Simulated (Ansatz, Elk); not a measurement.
# Bonding as seen by X-rays: Tl2H4Pd

Structure refinements treat a crystal as free atoms side by side. For a made-up structure of Tl2H4Pd (cell and positions from a PBEsol relaxation) the runs below show what the calculated density changes in F(hkl).

Program: Elk 11.2.3 (patched build). Level of theory: DFT, PBE, all-electron APW+lo, Dirac cores, scalar-relativistic bands, static density, no spin. Results are calculated unless marked as measured.

This account leaves out most program logs.

The structure was built from a prototype and need not be the compound's stable phase.

### 1. The starting structure

Symmetry: I4/mmm, No. 139, tetragonal system. The conventional cell has a = 4.960 Å, b = 4.960 Å, c = 8.113 Å, α = 90.00°, β = 90.00°, γ = 90.00°. Tl has 8 H at 2.68 Å nearest. Nearest to Pd lie 4 H at 1.65 Å. H has 1 Pd at 1.65 Å nearest. Farther neighbours are not listed.

Coordinates:

```cif
data_structure
_symmetry_space_group_name_H-M 'P 1'
_symmetry_Int_Tables_number 1
_cell_length_a 5.3624
_cell_length_b 5.3624
_cell_length_c 5.3624
_cell_angle_alpha 124.910
_cell_angle_beta 124.910
_cell_angle_gamma 81.688
_cell_volume 99.79
loop_
_atom_site_label
_atom_site_type_symbol
_atom_site_fract_x
_atom_site_fract_y
_atom_site_fract_z
_atom_site_occupancy
Tl1 Tl 0.25000 0.75000 0.50000 1
Tl2 Tl 0.75000 0.25000 0.50000 1
Pd3 Pd 0.00000 0.00000 0.00000 1
H4 H 0.76436 0.23564 0.00000 1
H5 H 0.23564 0.76436 0.00000 1
H6 H 0.76436 0.76436 0.52872 1
H7 H 0.23564 0.23564 0.47128 1
```

### 2. Ground state and structure factors

An all-electron density is needed, since X-rays see the cores too. Task 0 finds the density and task 195 Fourier-transforms it; tshift is off so that phases refer to the origin typed.

Contents of elk.in:

```
tasks
  0
  195

xctype
  20

spinpol
  .false.

rgkmax
  7.0

gmaxvr
  14.0

lmaxo
  7

lmaxapw
  8

swidth
  0.002

tshift
  .false.

ramdisk
  .false.

hmaxvr
  5.5

maxscl
  120

epspot
  1e-06

sppath
  './'

avec
  -4.68624130731 4.68624130731 7.66596951555
  4.68624130731 -4.68624130731 7.66596951555
  4.68624130731 4.68624130731 -7.66596951555

atoms
  3
  'Tl.in'
  2
  0.2500000000 0.7500000000 0.5000000000   0.000000 0.000000 0.000000
  0.7500000000 0.2500000000 0.5000000000   0.000000 0.000000 0.000000
  'Pd.in'
  1
  0.0000000000 -0.0000000000 0.0000000000   0.000000 0.000000 0.000000
  'H.in'
  4
  0.7643587713 0.2356412287 0.0000000000   0.000000 0.000000 0.000000
  0.2356412287 0.7643587713 0.0000000000   0.000000 0.000000 0.000000
  0.7643587713 0.7643587713 0.5287175425   0.000000 0.000000 0.000000
  0.2356412287 0.2356412287 0.4712824575   0.000000 0.000000 0.000000

ngridk
  6 6 6
```

On the command line:

```sh
> OMP_NUM_THREADS=4 elk
```

It took 85 s on 4 threads of AMD EPYC 7B13 (Zen 3), shared host; peak memory 0.31 GiB; 4.7 min of CPU time.

SFACRHO.OUT:

```text

h k l indices transformed by vhmat matrix:
   1.000000000       0.000000000       0.000000000    
   0.000000000       1.000000000       0.000000000    
   0.000000000       0.000000000       1.000000000    

      h      k      l  multipl.   |H|            Re(F)            Im(F)           |F|

      0      0      0      1   0.0000000       212.00000      0.12720733E-15   212.00000    
      1      0      0      8  0.78572413       42.306482      0.26466387E-15   42.306482    
     -1     -1      1      2  0.81962044      -105.08132      0.83645111E-13   105.08132    
     -1      1      0      4  0.94806960      -106.49616     -0.14806307E-15   106.49616    
      0      2     -1      8   1.2532413       177.06505      0.82248158E-13   177.06505    
      1     -1     -1      4   1.3407729       171.84997      0.79164158E-13   171.84997    
      2      1     -2      8   1.4003277       36.432702      0.73010723E-16   36.432702    
     -1      2     -1     16   1.5540381       34.675109      0.16427413E-15   34.675109    
     -2      0      2      8   1.5714483      -98.709968      0.17849525E-12   98.709968    
      2      2     -2      2   1.6392409       165.83629      0.14747870E-12   165.83629    
      1      3     -2      8   1.8936596      -91.997539     -0.14111195E-12   91.997539    
      2     -2      0      4   1.8961392       157.53937      0.19832405E-15   157.53937    
      3      0     -2     16   1.9387083       31.673781     -0.21903217E-15   31.673781    
      2     -1     -2      8   2.0524878       30.620115     -0.14602145E-15   30.620115    
      1     -3      1      8   2.0657012      -88.327296      0.42100578E-13   88.327296    
     -3     -1      1      8   2.1177305       148.64610     -0.20803493E-13   148.64610    
     -1      1      2      8   2.1199481      -88.556589      0.16123049E-12   88.556589    
      2      3     -2      8   2.1559287       30.292343     -0.19165315E-15   30.292343
```

Elk indexes on the primitive cell of elk.in and gives |H| = 4π sin θ/λ in inverse bohr. Below, one row stands for each form hkl of the conventional cell (m members, Friedel mates merged), F is for one primitive cell and the density is static (no thermal factor). Free-atom factors are Waasmaier and Kirfel's, and R is Σm||F|−|F'||/Σm|F|.

```csv
hkl,m,sin θ/λ (Å⁻¹),"abs F, DFT",neutral atoms,diff.
101,8,0.118,42.306,42.491,-0.185
002,2,0.123,105.081,105.194,-0.113
110,4,0.143,106.496,106.186,+0.310
112,8,0.189,177.065,177.554,-0.489
200,4,0.202,171.850,172.699,-0.849
103,8,0.211,36.433,36.783,-0.350
211,16,0.234,34.675,35.090,-0.415
202,8,0.236,98.710,98.221,+0.489
004,2,0.246,165.836,166.074,-0.238
114,8,0.285,91.998,91.876,+0.121
220,4,0.285,157.539,157.556,-0.017
213,16,0.291,31.674,31.881,-0.208
301,8,0.309,30.620,30.835,-0.215
222,8,0.311,88.327,88.468,-0.141
204,8,0.319,148.646,148.944,-0.298
310,8,0.319,88.557,88.617,-0.060
105,8,0.324,30.292,30.390,-0.098
312,16,0.342,145.321,145.359,-0.038
303,8,0.354,28.652,28.704,-0.052
321,16,0.369,28.644,28.431,+0.213
006,2,0.370,83.124,83.237,-0.113
224,8,0.377,139.697,139.631,+0.066
```

### 3. The highest occupied states alone

An energy window below the Fermi level keeps the highest occupied states, to see at which angles they scatter; shallow core shells can lie inside it and anion s states outside. No new self-consistency is needed.

Changes to elk.in since step 2:

```diff
@@ -1,3 +1,2 @@
 tasks
-  0
   195
@@ -40,2 +39,5 @@
 
+wsfac
+  -0.189300 0.478200
+
 sppath
```

On the command line:

```sh
> OMP_NUM_THREADS=4 elk
```

It took 9.7 s on 4 threads; peak memory 0.18 GiB.

States within 10 eV below the Fermi level hold 20.00 electrons; any levels below the window count with the cores. Their amplitudes can exceed the total, where window and core parts have opposite phase:

```csv
hkl,sin θ/λ (Å⁻¹),"abs F, window","abs F, all"
101,0.118,7.493,42.306
002,0.123,7.900,105.081
110,0.143,4.527,106.496
112,0.189,5.128,177.065
200,0.202,2.306,171.850
103,0.211,3.979,36.433
211,0.234,2.933,34.675
202,0.236,1.240,98.710
004,0.246,4.377,165.836
114,0.285,2.081,91.998
```

### 4. Another try

In this try the input is made faulty on purpose, to show what that does.

The input is changed as shown.

Changes to elk.in since step 3:

```diff
@@ -1,2 +1,3 @@
 tasks
+  0
   195
@@ -39,5 +40,2 @@
 
-wsfac
-  -0.189300 0.478200
-
 sppath
@@ -66,3 +64,3 @@
 
-ngridk
+ngrid
   6 6 6
```

On the command line:

```sh
> OMP_NUM_THREADS=4 elk
```

The job ended after 0.02 s (4 threads; peak memory 0.16 GiB).

The input was rejected at the start.

The program's message: “Error(readinput): invalid block name : ngrid”

A key was misspelt on purpose.

### 5. Another functional

The difference from free atoms is small, so it is set against the change that PBEsol makes.

Changes to elk.in since step 4:

```diff
@@ -5,3 +5,3 @@
 xctype
-  20
+  22
 
@@ -64,3 +64,3 @@
 
-ngrid
+ngridk
   6 6 6
```

On the command line:

```sh
> OMP_NUM_THREADS=4 elk
```

Run time: 89 s. Hardware: 4 threads; peak memory 0.31 GiB.

Against the first run R = 0.01 %; the largest change is -0.083 at 004.

### 6. Basis size

The basis and the expansions that go with it are enlarged, to see whether the differences are converged.

Changes to elk.in since step 5:

```diff
@@ -5,3 +5,3 @@
 xctype
-  22
+  20
 
@@ -11,12 +11,12 @@
 rgkmax
-  7.0
+  8.5
 
 gmaxvr
-  14.0
+  18.0
 
 lmaxo
-  7
+  9
 
 lmaxapw
-  8
+  10
```

On the command line:

```sh
> OMP_NUM_THREADS=4 elk
```

Elapsed: 4.7 min, on 4 threads; peak memory 0.7 GiB.

Against the first run R = 0.00 %; the largest change is +0.004 at 220.

### 7. Settings against the effect

```csv
run,R against the first run (%),"R against neutral atoms, low angle (%)",wall time
"PBE, rgkmax 7",0.00,0.41,85 s
PBEsol,0.01,0.41,89 s
rgkmax 8.5 with larger expansions,0.00,0.41,4.7 min
```

### 8. Summary of results

| Quantity | Value |
| --- | --- |
| R against neutral atoms, sin θ/λ < 0.3 Å⁻¹ | 0.41 % |
| R against neutral atoms, 0.3 to 0.80 Å⁻¹ | 0.17 % |

**Reading.** Independent neutral atoms miss the calculated amplitudes by R = 0.41 % below 0.3 Å⁻¹ and 0.17 % from there to 0.80 Å⁻¹; by shells, 0.30 % below 0.15 Å⁻¹ (3 forms), 0.43 % 0.15 to 0.3 (9 forms), 0.20 % 0.3 to 0.45 (22 forms), 0.17 % above 0.45 (115 forms). Bonding, aspherical density and the tables' own atoms all enter these figures, and the runs don't part them. The largest change of an amplitude is -0.85 electrons, at 200. The window's part falls from 20.0 electrons at the origin to at most 0.60 between 0.45 and 0.80 Å⁻¹. Below 0.3 Å⁻¹ the changes that finished (PBEsol and rgkmax 8.5 with larger expansions) move F by R = 0.03 % at most, against the 0.41 % that separates it from free atoms. The k-mesh has no finished test. These runs have no spin, though d or f shells may be open. Spin-orbit coupling is left out, which can matter for elements this heavy. Part of the difference isn't bonding: the tables are fits to free atoms and ions calculated by other methods than this functional. Thermal motion, anomalous dispersion and extinction are left out.

[Logs are printed without paths, hosts, clocks, repeated set-up lines and the standing remarks that a program may print on its own settings, such as how far it seeks lower states.]

[Hosts, paths, dates, database ids (printed as entryN), source tags and the programs' standing remarks are cut or masked in the printed files.]
